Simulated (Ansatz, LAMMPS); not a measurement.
# Charge trapping in amorphous 29Ga2O3-71GeO2 (mol %) (86 atoms), part 5 of 5

Does an extra electron or hole in amorphous 29Ga2O3-71GeO2 (mol %) (86 atoms) stay spread out, or do the atoms trap it?

Ansatz 0.2.0; Kohn-Sham DFT, PBEsol, PAW (set soft_1), plane waves.

The cell: 14 Ga, 17 Ge and 55 O. The quench rate of 100 K/ps is many orders above laboratory rates. The starting topology of bonds comes from the classical model. The Brillouin zone is sampled at Γ only, in a cell whose shortest periodic width is 11 Å.

So far. Step 11 (An extra hole, levels at the relaxed geometry): The distance from O84 to O47 changes most, from 2.62 Å in the neutral cell to 2.41 Å.

### 11. An extra hole, levels at the relaxed geometry (continued)

The levels nearest the highest filled one (over half full), pooled over k-points and spins:

| level less the highest filled one (eV) | occupation |
| --- | --- |
| -0.171 | 1 |
| -0.165 | 1 |
| -0.0155 | 1 |
| 0 | 1 |
| 0.390 | 0 |
| 1.66 | 0 |
| 1.67 | 0 |
| 3.40 | 0 |

Spin density in the ac plane at fractional y = 0.002, with atoms of Ga and Ge and O within 0.2 Å of it.

Ten even steps from '_' (-0.01 e/Å³) to '@' (0.22 e/Å³), each cell a mean:
```
__________..::==@@--________________________________________
__....____....==%%::____________________________________....
____..__________..______________________________________....
____________________________________________________________
______________________________________..____________________
____________________________________________________________
____________________________________________________________
____________________________________________________________
____________________________________________________________
____________________________________________________________
____________________________________________________________
____________________________________________________________
____________________________________________________________
____________________________________________________________
____________________________________________________________
____________________________________________________________
____________________________________________________________
____________________________________________________________
____________________________________________________________
____________________________________________________________
____________________________________________________________
____________________________________________________________
____________________________________________________________
________________..__________________________________________
```
Columns run along a (10.6 Å), rows up along c (10.6 Å). Atoms in or near the plane, at fractional coordinates: Ga at (0.76, 0.69), Ge at (0.49, 0.80), Ge at (0.50, 0.24), O at (0.93, 0.63), O at (0.64, 0.16), O at (0.54, 0.40), O at (0.88, 0.13), O at (0.27, 0.39).

### 12. Neutral at the geometry of the hole

The neutral cell at the new geometry gives the energy of that geometry without the charge.

Input and log are left out; they have the form of those shown for this kind of step.

Elapsed: 19 s, on 4 threads of Intel Xeon Platinum 8488C (Sapphire Rapids), shared host; peak memory 1.9 GiB.

Neutral at the geometry of the hole: the energy stands 0.936 eV above that of the reference.

### 13. Energies and spread of the extra charge

Energies are differences within one cell and functional; the shift is the gain plus the neutral cell's energy at the new geometry, that is how much cheaper the vertical process becomes there. The spread is the participation number of the site moments (1/Σw², over the spin inside atomic spheres), with the atom that holds the largest share and the spin that the spheres hold in all.

| carrier | charged less neutral, atoms held (eV) | gain on relaxing (eV) | neutral cell at that geometry, less the reference (eV) | shift of the vertical energy (eV) | spread, atoms held | spread, relaxed |
| --- | --- | --- | --- | --- | --- | --- |
| electron | 6.214 | 0.015 | 0.015 | 0.030 | 73; Ge17 3 % of 0.17 μB | 71; Ge17 3 % of 0.19 μB |
| hole | -4.445 | 0.221 | 0.936 | 1.156 | 14; O47 17 % of 0.85 μB | 3; O84 36 % of 0.91 μB |

### 14. What came out

The extra electron gains 0.015 eV as the atoms relax, and its spin stays on about 71 atoms: it stays spread out at this level. The cell with the electron keeps a moment of only 0.46 μB where one unpaired electron should give 1 μB: the carrier is shared between both spins, which can hide trapping. With the atoms held, the spheres hold only 0.17 of the 0.41 μB, so the spread is read from a small part of the spin. The extra hole gains 0.22 eV as the atoms relax, and its spin goes from about 14 to 3 atoms: a partial localisation as the atoms move, with the largest share on O84. The O84–O47 distance goes from 2.62 to 2.41 Å. Adding the two vertical energies gives 1.77 eV, against a gap of 1.48 eV in the neutral cell. The zero of the potential cancels in this sum; the excess isn't taken apart here: charging of a small cell, filling of bands on a coarse mesh and the attraction to the background can all enter.

Caveats: Single energies of charged cells hang on the program's zero of potential. In the spin-polarised runs the search for a state of lower energy was switched off. No distortion was seeded, so a trapped state behind a barrier can't be found. Local and semilocal functionals favour spread-out charges, so trapping can be missed. The pressure of -4.7 GPa means that a free cell would contract at this level. Charged cells carry a uniform background, with no correction for images.

The DFT runs together took 14 min of wall time.

[Logs are printed without paths, hosts, clocks, repeated set-up lines and the standing remarks that a program may print on its own settings, such as how far it seeks lower states.]

[Hosts, paths, dates, database ids (printed as entryN), source tags and the programs' standing remarks are cut or masked in the printed files.]
